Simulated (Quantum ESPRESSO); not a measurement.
# Easy axis of CrAuS2 with Quantum ESPRESSO, part 2 of 2

Which axis do the moments of CrAuS2 prefer, and by how much?

Quantum ESPRESSO 7.5; PBEsol; plane waves with PseudoDojo 0.4.1 SR PBEsol standard potentials, then spin–orbit coupling on the fully relativistic files of the same set.

So far, absolute magnetization (μB): step 2 (collinear run on scalar-relativistic files) 3.25.

**4. One pass along (-0.50 0.87 0.00) on 6×6×6**

Level of this step: PBEsol; plane waves with PseudoDojo 0.4 FR PBEsol standard potentials, spin-orbit coupling in one pass at the collinear potential (force theorem) (Quantum ESPRESSO).

File pass.in:

```
&CONTROL
  calculation = 'nscf'
  prefix = 'pwscf'
  outdir = './tmp'
  pseudo_dir = './pseudo_fr'
  disk_io = 'nowf'
/
&SYSTEM
  ibrav = 0
  celldm(1) = 8
  nat = 4
  ntyp = 3
  ecutwfc = 80
  nbnd = 62
  occupations = 'smearing'
  smearing = 'fd'
  degauss = 0.00734986
  noncolin = .true.
  lspinorb = .true.
  lforcet = .true.
  starting_magnetization(1) = 0.2143
  angle1(1) = 90
  angle2(1) = 120
  starting_magnetization(2) = 0
  angle1(2) = 90
  angle2(2) = 120
  starting_magnetization(3) = 0
  angle1(3) = 90
  angle2(3) = 120
/
&ELECTRONS
  conv_thr = 8d-11
  electron_maxstep = 150
  mixing_beta = 0.3
  startingpot = 'file'
  startingwfc = 'random'
  diago_thr_init = 1d-09
  diago_full_acc = .true.
/
ATOMIC_SPECIES
Cr     51.9961 Cr.upf
S      32.0600 S.upf
Au    196.9666 Au.upf
CELL_PARAMETERS alat
   0.4112870802365    0.2374567064889    1.6899663255272
  -0.4112870802365    0.2374567064889    1.6899663255272
   0.0000000000000   -0.4749134129778    1.6899663255272
ATOMIC_POSITIONS crystal
Cr      0.3332666667    0.3332666667    0.3332666667
S       0.9403000000    0.9403000000    0.9403000000
S       0.7253000000    0.7253000000    0.7253000000
Au      0.8327000000    0.8327000000    0.8327000000
K_POINTS automatic
6 6 6 0 0 0
```

Started as:

```console
$ OMP_NUM_THREADS=1 mpirun -n 4 pw.x -nk 4 -in pass.in > pass.out
```

Numbers of over 12 decimals in the logs are rounded to 6 here.

What it wrote:

```text
     [... lines left out ...]
Program PWSCF v.7.5 starts
     [... lines left out ...]
     number of atoms/cell      =            4
     [... lines left out ...]
     number of electrons       =        45.00
     number of Kohn-Sham states=           62
     kinetic-energy cutoff     =      80.0000  Ry
     charge density cutoff     =     320.0000  Ry
     [... lines left out ...]
     Noncollinear calculation with spin-orbit
     [... lines left out ...]
      2 Sym. Ops. (no inversion) found
     [... lines left out ...]
     number of k points=   126  Fermi-Dirac smearing, width (Ry)=  0.0073
     [... lines left out ...]
Spin angles Theta, Phi (degree) =  90.0000120.0000
     [... lines left out ...]
     the Fermi energy is    10.5783 ev
     (compare with:    10.5449 eV, computed in scf)
```

It took 22 min on 4 MPI ranks of Arm Neoverse V2, shared host; peak memory 0.81 GiB; 88 min of CPU time.

**5. One pass along [001] on 10×10×10**

pass.in, as its differences from that of step 4:

```diff
@@ -21,10 +21,10 @@
   starting_magnetization(1) = 0.2143
-  angle1(1) = 90
-  angle2(1) = 120
+  angle1(1) = 180
+  angle2(1) = 0
   starting_magnetization(2) = 0
-  angle1(2) = 90
-  angle2(2) = 120
+  angle1(2) = 180
+  angle2(2) = 0
   starting_magnetization(3) = 0
-  angle1(3) = 90
-  angle2(3) = 120
+  angle1(3) = 180
+  angle2(3) = 0
 /
@@ -53,2 +53,2 @@
 K_POINTS automatic
-6 6 6 0 0 0
+10 10 10 0 0 0
```

What it wrote:

```text
     [... lines left out ...]
Program PWSCF v.7.5 starts
     [... lines left out ...]
     number of atoms/cell      =            4
     [... lines left out ...]
     number of electrons       =        45.00
     number of Kohn-Sham states=           62
     kinetic-energy cutoff     =      80.0000  Ry
     charge density cutoff     =     320.0000  Ry
     [... lines left out ...]
     Noncollinear calculation with spin-orbit
     [... lines left out ...]
      6 Sym. Ops. (no inversion) found
     [... lines left out ...]
     number of k points=   180  Fermi-Dirac smearing, width (Ry)=  0.0073
     [... lines left out ...]
Spin angles Theta, Phi (degree) = 180.0000  0.0000
     [... lines left out ...]
```

It took 31 min on 4 MPI ranks; peak memory 0.81 GiB.

The run was cut off at its time limit.

**6. One pass along (-0.50 0.87 0.00) on 10×10×10**

pass.in, as its differences from that of step 5:

```diff
@@ -21,10 +21,10 @@
   starting_magnetization(1) = 0.2143
-  angle1(1) = 180
-  angle2(1) = 0
+  angle1(1) = 90
+  angle2(1) = 120
   starting_magnetization(2) = 0
-  angle1(2) = 180
-  angle2(2) = 0
+  angle1(2) = 90
+  angle2(2) = 120
   starting_magnetization(3) = 0
-  angle1(3) = 180
-  angle2(3) = 0
+  angle1(3) = 90
+  angle2(3) = 120
 /
```

What it wrote:

```text
     [... lines left out ...]
Program PWSCF v.7.5 starts
     [... lines left out ...]
     number of atoms/cell      =            4
     [... lines left out ...]
     number of electrons       =        45.00
     number of Kohn-Sham states=           62
     kinetic-energy cutoff     =      80.0000  Ry
     charge density cutoff     =     320.0000  Ry
     [... lines left out ...]
     Noncollinear calculation with spin-orbit
     [... lines left out ...]
      2 Sym. Ops. (no inversion) found
     [... lines left out ...]
     number of k points=   550  Fermi-Dirac smearing, width (Ry)=  0.0073
     [... lines left out ...]
Spin angles Theta, Phi (degree) =  90.0000120.0000
     [... lines left out ...]
```

Wall time 32 min (4 MPI ranks); peak memory 0.82 GiB.

The run was cut off at its time limit.

**7. The smearing term**

The sum of energies times occupations is what pw.x prints as eband (for fewer than 100 k points). With Fermi–Dirac smearing the quantity to compare holds −TS as well, computed here from the energies and weights in the run's XML file (meV a cell, from the first axis, mesh 6×6×6):

```
             axis  plain sum     −TS  free energy
            [001]     0.0000  0.0000       0.0000
(-0.50 0.87 0.00)    -0.3240  0.0559      -0.2681
```

**8. The axes together**

A pass yields neither state nor moment: for the force theorem these columns are the collinear run's. Anisotropy, by row:

```
          way   mesh               axis          state  energy less the first axis' (meV a primitive cell)  largest spin moment (μB)  CPU time (s)
force theorem  6x6x6              [001]  ferromagnetic                                                   0                     2.626          1830
force theorem  6x6x6  (-0.50 0.87 0.00)  ferromagnetic                                             -0.2681                     2.626          5273
```

**9. What came out**

```json
{
  "state": "ferromagnetic",
  "largest spin moment": "2.63 μB",
  "easy axis of those tried, on this mesh": "not resolved",
  "energy along (-0.50 0.87 0.00) less [001] (force theorem)": "-0.268 meV a primitive cell, -0.57 MJ/m³"
}
```

On 6×6×6, leaving out the smearing term would shift a difference by 0.056 meV, against 0.27 meV for the largest. Differences this small usually change with the mesh, so the easy axis is taken as not resolved. One mesh cannot show that the size is converged, and with itinerant moments even the sign can change with the mesh. Shape anisotropy is not included. The moments were started parallel in the primitive cell; if the crystal orders otherwise, its anisotropy is another. 2 runs with spin–orbit coupling did not finish. Energies are free energies at an electronic temperature of 1160 K, which lowers moments and differences where the moments are itinerant. No Hubbard term acts here. In such compounds local and semilocal functionals without one often delocalise the d electrons, and can shrink or lose moments and miss the size, sign and order of the couplings. The cutoff lies under the 94 Ry that these files are usually run at.

[Logs and program files are shortened in this print: banners, set-up blocks, solver, clock and traceback lines can be left out without a mark of their own.]

[Logs are printed without paths, hosts, clocks, repeated set-up lines and the standing remarks that a program may print on its own settings, such as how far it seeks lower states.]

[Hosts, paths, dates, database ids (printed as entryN), source tags and the programs' standing remarks are cut or masked in the printed files.]

[Where a cell is said to come from a database of computed structures, the database is the Materials Project.]
